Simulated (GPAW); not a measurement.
# Optical response of Si2Ni

Aim: the dielectric function of Si2Ni, and the optical constants that follow from it.

Program: GPAW 26.7.0. Level of theory: DFT, PBE, plane-wave PAW (GPAW data sets), scalar-relativistic, RPA, optical limit. Results are calculated unless marked as measured.

Most raw output is cut from this account.

### 1. Set-up

It takes space group Fm-3m (No. 225, cubic). The conventional cell has a = 5.406 Å, b = 5.406 Å, c = 5.406 Å, α = 90.00°, β = 90.00°, γ = 90.00°. Nearest to Ni lie 8 Si at 2.34 Å. Nearest to Si lie 4 Ni at 2.34 Å. Farther neighbours are not listed.

### 2. Ground state

First the ground state: is it a metal or has it a gap?

This step: DFT, PBE, plane-wave PAW (GPAW data sets), scalar-relativistic, ground state (GPAW 26.7.0).

Contents of gs.py:

```python
from ase import Atoms
from ase.dft.bandgap import bandgap
from gpaw import GPAW, PW, FermiDirac

atoms = Atoms(['Ni', 'Si', 'Si'],
              cell=[[0.000000000000, 2.703000000000, 2.703000000000],
                    [2.703000000000, 0.000000000000, 2.703000000000],
                    [2.703000000000, 2.703000000000, 0.000000000000]],
              scaled_positions=[[0.000000000000, 0.000000000000, 0.000000000000],
                                [0.750000000000, 0.750000000000, 0.750000000000],
                                [0.250000000000, 0.250000000000, 0.250000000000]],
              pbc=[True, True, True])
atoms.calc = GPAW(mode=PW(500), xc='PBE', kpts={'size': (7, 7, 7), 'gamma': True},
                  occupations=FermiDirac(0.05), maxiter=150, txt='gs.txt')
print('energy (eV)', atoms.get_potential_energy())
print('Fermi level (eV)', atoms.calc.get_fermi_level())
print('valence electrons', atoms.calc.get_number_of_electrons())
print('gap (eV)', bandgap(atoms.calc, output=None)[0])
print('direct gap (eV)', bandgap(atoms.calc, direct=True, output=None)[0])
atoms.calc.write('gs.gpw')
```

The run is started by

```sh
$ OMP_NUM_THREADS=1 python gs.py
```

Elapsed: 7.6 s, on 1 thread of Arm Neoverse V2, shared host; peak memory 0.14 GiB.

This run has no spin polarisation, although Ni can carry a moment.

This step gave:

| Item | Value |
| --- | --- |
| energy | -19.13 eV |
| Fermi energy | 9.702 eV |
| electrons | 24 |

There are states at the Fermi level within the smearing, so the occupations stay smeared and the carriers get a Drude term.

### 3. Bands for the response

The response needs many more empty bands than the density does.

This step: DFT, PBE, plane-wave PAW (GPAW data sets), scalar-relativistic, bands at fixed density (GPAW 26.7.0).

Contents of nscf.py:

```python
from ase.dft.bandgap import bandgap
from gpaw import GPAW, FermiDirac

calc = GPAW('gs.gpw').fixed_density(kpts={'size': (14, 14, 14), 'gamma': True}, nbands=49, convergence={'bands': 43},
                                    occupations=FermiDirac(0.05), txt='nscf.txt')
print('gap (eV)', bandgap(calc, output=None)[0])
print('direct gap (eV)', bandgap(calc, direct=True, output=None)[0])
print('top band over the Fermi level (eV)', min(calc.get_eigenvalues(kpt=k)[42] for k in range(len(calc.get_ibz_k_points()))) - calc.get_fermi_level())
calc.write('full.gpw', mode='all')
```

The run is started by

```sh
$ OMP_NUM_THREADS=1 python nscf.py
```

Wall time 93 s (1 thread); peak memory 0.25 GiB.

### 4. Dielectric function, RPA

Transitions between filled and empty bands, summed over the zone, give the optical response, so mesh, band count and broadening shape it.

The induced potential is part of this response.

This step: DFT, PBE, plane-wave PAW (GPAW data sets), scalar-relativistic, RPA, optical limit (GPAW 26.7.0).

Contents of df.py:

```python
from gpaw.response.df import DielectricFunction

df = DielectricFunction('full.gpw', frequencies={'type': 'nonlinear', 'domega0': 0.03, 'omega2': 8},
                        ecut=50,
                        eta=0.15,
                        nbands=43,
                        rate=0.05,
                        txt='df.txt')
for direction in ['x']:
    df.get_dielectric_function(xc='RPA', direction=direction, filename=f'df_{direction}.csv')
```

The run is started by

```sh
$ OMP_NUM_THREADS=1 python df.py
```

The job ended after 15 s (1 thread; peak memory 0.25 GiB).

Some rows of df_x.csv (energy; Re and Im without local fields; Re and Im with them):

```text
0.000000, 8538.473654, 0.000000, 8537.967550, 0.000000
0.460735, -55.288560, 73.905351, -55.747677, 73.902967
0.943989, -12.512434, 19.174256, -13.056365, 19.183683
1.451455, 7.870218, 11.482540, 7.060695, 11.297923
1.984998, 12.532858, 14.766275, 11.701916, 14.257080
2.546682, 10.381719, 22.392720, 9.974174, 21.323976
3.138794, -3.295722, 18.933414, -3.042246, 18.497110
3.763875, -0.852514, 11.980249, -0.755305, 11.617292
4.424758, 1.426192, 11.595523, 1.496219, 11.194306
5.124608, -2.598246, 13.276774, -2.278910, 12.981699
5.866977, -2.943367, 11.289626, -2.585731, 11.070212
6.655862, -5.458391, 6.835738, -5.425570, 6.765047
7.495775, -4.447255, 5.070837, -4.336746, 5.037476
8.391833, -3.699415, 3.537079, -3.587621, 3.496004
9.349861, -3.155773, 2.344097, -3.069665, 2.309218
10.376517, -2.411397, 1.622488, -2.329666, 1.623146
11.479449, -1.720283, 1.212946, -1.664698, 1.220797
12.667487, -1.389449, 0.815280, -1.359315, 0.816659
13.950874, -0.989759, 0.582246, -0.958774, 0.604963
```

Sum at mesh points, not converged in k. Im ε, E ∥ x against photon energy; read off at these points:

| photon energy (eV) | Im ε, E ∥ x |
| --- | --- |
| 0.50 | 71.0 |
| 1.00 | 17.7 |
| 1.50 | 12.3 |
| 2.00 | 14.4 |
| 2.50 | 20.6 |
| 2.74 | 24.2 |
| 3.00 | 22.7 |
| 3.50 | 13.6 |
| 4.00 | 11.5 |
| 4.50 | 11.5 |
| 5.00 | 13.5 |
| 5.50 | 10.7 |
| 6.00 | 11.1 |
| 6.50 | 7.72 |
| 7.00 | 5.96 |
| 7.50 | 5.04 |
| 8.00 | 3.80 |
| 8.50 | 3.46 |
| 9.00 | 2.74 |
| 9.50 | 2.20 |
| 10.00 | 1.95 |
| 10.50 | 1.65 |
| 11.00 | 1.32 |
| 11.50 | 1.22 |
| 12.00 | 1.12 |
| 12.50 | 0.863 |
| 13.00 | 0.754 |
| 13.50 | 0.697 |

Values under 1 per cm are given as 1; sum at mesh points, not converged in k. The absorption coefficient, E ∥ x by photon energy:

photon energy (eV), log10 absorption coefficient, E ∥ x (1/cm) and a bar from the least value:
```
    0.492        5.6 #######
    1.010        5.6 ######
    1.486        5.4 
    1.985        5.6 #####
    2.508        5.8 ##############
    3.018        6.0 #####################
    3.510        6.0 #####################
    3.980        6.0 ####################
    4.516        6.0 #####################
    4.981        6.1 #########################
    5.515        6.2 ###########################
    6.021        6.2 #############################
    6.494        6.3 ##############################
    6.985        6.2 #############################
    7.496        6.3 ##############################
    8.026        6.2 #############################
    8.516        6.3 ##############################
    9.023        6.3 ##############################
    9.483        6.2 #############################
   10.026        6.2 #############################
   10.519        6.2 #############################
   11.029        6.2 ############################
   11.479        6.2 ############################
   12.023        6.2 ############################
   12.504        6.2 ############################
   13.000        6.2 ###########################
   13.512        6.2 ###########################
```

Sum at mesh points, not converged in k. Im ε, E ∥ x against photon energy; read off at these points:

| photon energy (eV) | without local fields | with local fields |
| --- | --- | --- |
| 0.50 | 71.0 | 71.0 |
| 1.00 | 17.7 | 17.7 |
| 1.50 | 12.6 | 12.3 |
| 2.00 | 14.9 | 14.4 |
| 2.50 | 21.6 | 20.6 |
| 2.74 | 25.4 | 24.2 |
| 3.00 | 23.4 | 22.7 |
| 3.50 | 14.0 | 13.6 |
| 4.00 | 11.8 | 11.5 |
| 4.50 | 11.9 | 11.5 |
| 5.00 | 13.8 | 13.5 |
| 5.50 | 10.8 | 10.7 |
| 6.00 | 11.2 | 11.1 |
| 6.50 | 7.68 | 7.72 |
| 7.00 | 6.04 | 5.96 |
| 7.50 | 5.07 | 5.04 |
| 8.00 | 3.85 | 3.80 |
| 8.50 | 3.50 | 3.46 |
| 9.00 | 2.78 | 2.74 |
| 9.50 | 2.25 | 2.20 |
| 10.00 | 1.96 | 1.95 |
| 10.50 | 1.65 | 1.65 |
| 11.00 | 1.29 | 1.32 |
| 11.50 | 1.22 | 1.22 |
| 12.00 | 1.09 | 1.12 |
| 12.50 | 0.847 | 0.863 |
| 13.00 | 0.751 | 0.754 |
| 13.50 | 0.683 | 0.697 |

Sum at mesh points, not converged in k. Table of loss function −Im 1/ε at q → 0, E ∥ x by energy loss; read off at these points:

energy loss (eV), loss function −Im 1/ε at q → 0, E ∥ x and a bar:
```
     0.50      0.009 
     1.00      0.041 ##
     1.31      0.092 ######
     1.50      0.057 ###
     2.00      0.041 ##
     2.50      0.039 ##
     3.00      0.044 ##
     3.50      0.070 ####
     4.00      0.087 #####
     4.50      0.085 #####
     5.00      0.073 ####
     5.50      0.087 #####
     6.00      0.081 #####
     6.50      0.083 #####
     7.00      0.102 ######
     7.50      0.114 #######
     8.00      0.125 ########
     8.50      0.141 #########
     9.00      0.147 ##########
     9.50      0.166 ###########
    10.00      0.188 ############
    10.50      0.213 ##############
    11.00      0.228 ###############
    11.50      0.289 ###################
    12.00      0.285 ###################
    12.50      0.300 ####################
    13.00      0.374 #########################
    13.50      0.442 ##############################
```

Sum at mesh points, not converged in k. The reflectivity at normal incidence, E ∥ x by photon energy; read off at these points:

| photon energy (eV) | reflectivity at normal incidence, E ∥ x (%) |
| --- | --- |
| 0.500 | 82.9 |
| 0.750 | 80.0 |
| 1.000 | 66.1 |
| 1.250 | 45.5 |
| 1.500 | 40.0 |
| 1.750 | 41.7 |
| 2.000 | 43.1 |
| 2.250 | 48.3 |
| 2.500 | 49.3 |
| 2.750 | 53.7 |
| 3.000 | 56.5 |
| 3.058 | 56.9 |
| 3.250 | 53.5 |
| 3.500 | 52.0 |
| 3.750 | 46.4 |
| 4.000 | 45.0 |
| 4.250 | 41.7 |
| 4.500 | 41.9 |
| 4.750 | 46.0 |
| 5.000 | 49.2 |
| 5.250 | 50.9 |
| 5.500 | 50.0 |
| 5.750 | 47.9 |
| 6.000 | 52.3 |
| 6.250 | 56.3 |
| 6.500 | 58.6 |
| 6.750 | 57.0 |
| 7.000 | 56.6 |
| 7.250 | 56.2 |
| 7.500 | 56.1 |
| 7.750 | 58.7 |
| 7.847 | 59.4 |
| 8.000 | 57.7 |
| 8.250 | 56.7 |
| 8.500 | 56.1 |
| 8.750 | 58.5 |
| 9.000 | 58.4 |
| 9.250 | 59.1 |
| 9.500 | 58.4 |
| 9.750 | 57.9 |
| 10.000 | 57.3 |
| 10.250 | 59.2 |
| 10.500 | 56.8 |
| 10.750 | 59.0 |
| 11.000 | 58.6 |
| 11.250 | 57.8 |
| 11.500 | 54.6 |
| 11.750 | 53.4 |
| 12.000 | 56.4 |
| 12.250 | 57.1 |
| 12.500 | 59.4 |
| 12.750 | 58.6 |
| 13.000 | 57.2 |
| 13.250 | 55.7 |
| 13.500 | 55.3 |
| 13.750 | 55.3 |

At chosen wavelengths:

| wavelength (nm) | n | k | R (%) | 1/α |
| --- | --- | --- | --- | --- |
| 800 | 3.50 | 1.919 | 41.5 | 33 nm |
| 532 | 4.11 | 2.472 | 49.0 | 17 nm |
| 450 | 3.87 | 3.120 | 53.7 | 11 nm |
| 405 | 3.06 | 3.445 | 56.8 | 9.4 nm |
| 308 | 2.36 | 2.415 | 44.9 | 10 nm |
| 248 | 2.48 | 2.720 | 49.2 | 7.3 nm |
| 193 | 1.47 | 2.839 | 58.5 | 5.4 nm |

In reflection the computed colour is faintly blue: x = 0.297, y = 0.316, luminous reflectivity 47 %.

### 5. Outcome

At this level (PBE, RPA) Si2Ni is a metal. The mesh is too coarse to trust the carriers' weight, the reflectivity or the colour to better than tens of per cent. In reflection the computed colour is faintly blue: x = 0.297, y = 0.316, luminous reflectivity 47 %. The carriers' damping of 0.05 eV is typed, not computed; it shapes the response at the lowest energies. The run has no spin polarisation; magnetic order or correlation, untested here, could change the spectrum. In this version of GPAW the matrix elements of the optical limit are incomplete, which can lower ε − 1 by up to a tenth where first-row anions or d states rule, and shift it by more in d metals. GPAW's carrier term has the form −ωp²/(ω + i·rate)², which damps like twice the rate and fails at low energy, so the curves leave the lowest energies out. The sum runs over mesh points 0.14 Å⁻¹ apart with no interpolation, so peaks are partly noise of the mesh, and the Drude plasma energy, a sum over the Fermi surface, isn't converged.

[Machine, clock and banner lines and Python warnings are left out of the logs.]

[Logs are printed without paths, hosts, clocks, repeated set-up lines and the standing remarks that a program may print on its own settings, such as how far it seeks lower states.]

[Hosts, paths, dates, database ids (printed as entryN), source tags and the programs' standing remarks are cut or masked in the printed files.]
